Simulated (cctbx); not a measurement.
**Reading a Patterson map**

Space group P6_3/mmc (no. 194), a = 4.2780 Å, b = 4.2780 Å, c = 21.8490 Å, α = 90.00°, β = 90.00°, γ = 120.00°, content Au4 Gd6 V6.

Simulated single-crystal data (cctbx): Mo Kα, λ = 0.71073 Å, to d = 0.8 Å, 80 % of the full sphere, strongest reflection 70000 counts, noise from counting, a 6 % proportional error and a noise floor of 2 counts (s.d.); no absorption.

Patterson synthesis from sharpened amplitudes, origin scaled to 1000:

```text
Patterson group P 6/m m m
      u       v       w   height  length (A)
  0.000   0.000   0.000   1000.0     0.00
  0.000   0.000   0.500    502.3    10.92
  0.000   0.000   0.175    396.7     3.83
  0.333   0.667   0.256    259.9     6.11
  0.333   0.667   0.065    259.1     2.85
  0.000   0.000   0.370    246.5     8.09
  0.000   0.000   0.126    237.9     2.75
  0.333   0.667   0.500    236.1    11.20
  0.333   0.667   0.438    235.6     9.88
  0.333   0.667   0.107    224.6     3.40
  0.333   0.667   0.331    202.9     7.64
  0.333   0.667   0.390    196.6     8.88
  0.000   0.000   0.336    140.2     7.35
  0.333   0.667   0.160    127.6     4.28
```

**Question.** Which atom pairs make the peaks, and where is the heaviest atom?

A peak at u stands for all pairs with xi − xj = u, with weight Σ ZiZj against Σ Z² = 52714 at the origin. Peak heights follow these weights only roughly, since form factors, motion and series ripples differ, all vectors within 0.55 Å of a peak are counted as merged into it though the farther ones add only part of their weight, and F(000) is left out, which lowers the whole map:

| u | v | w | shortest length (Å) | height | 1000 ΣZiZj/ΣZ² | pairs in the cell |
| --- | --- | --- | --- | --- | --- | --- |
| 0.000 | 0.000 | 0.500 | 10.92 | 502 | 494 | 4 × Au–Au, 2 × V–V |
| 0.000 | 0.000 | 0.175 | 3.82 | 397 | 469 | 4 × Gd–Gd, 4 × Au–V, 2 × V–V |
| 0.333 | 0.667 | 0.256 | 6.11 | 260 | 495 | 4 × Au–Gd, 4 × Gd–V |
| 0.333 | 0.667 | 0.065 | 2.85 | 259 | 304 | 2 × Au–Gd, 4 × Gd–V |
| 0.000 | 0.000 | 0.370 | 8.08 | 246 | 237 | 2 × Au–Au |
| 0.000 | 0.000 | 0.126 | 2.75 | 238 | 237 | 2 × Au–Au |
| 0.333 | 0.667 | 0.500 | 11.20 | 236 | 253 | 3 × Gd–Gd, 2 × V–V |
| 0.333 | 0.667 | 0.438 | 9.88 | 236 | 248 | 2 × Au–Gd, 2 × Gd–V |
| 0.333 | 0.667 | 0.107 | 3.40 | 225 | 248 | 2 × Au–Gd, 2 × Gd–V |
| 0.333 | 0.667 | 0.331 | 7.64 | 203 | 254 | 2 × Gd–Gd, 2 × Au–V, 3 × V–V |

The table stops at ten peaks or at a height of 45, below which ripples compete. In the model behind the data Au, the heaviest element, has 1 independent site: (0, 0, 0.1865), up to an allowed shift of origin; the Au–Au vectors are differences of these positions and their symmetry mates. The whole model:

| atom | mult. | x | y | z | Ueq (Å²) |
| --- | --- | --- | --- | --- | --- |
| Au1 | 4 | 0 | 0 | 0.1865 | 0.0138 |
| Gd1 | 2 | 1/3 | 2/3 | 1/4 | 0.0121 |
| Gd2 | 4 | 1/3 | 2/3 | 0.0779 | 0.0126 |
| V1 | 2 | 0 | 0 | 1/2 | 0.0161 |
| V2 | 4 | 1/3 | 2/3 | 0.6544 | 0.0214 |

The model is made up (kin elements in a known structure type, no relaxation), so it says nothing on whether the phase exists.

[Logs are printed without paths, hosts, clocks, repeated set-up lines and the standing remarks that a program may print on its own settings, such as how far it seeks lower states.]
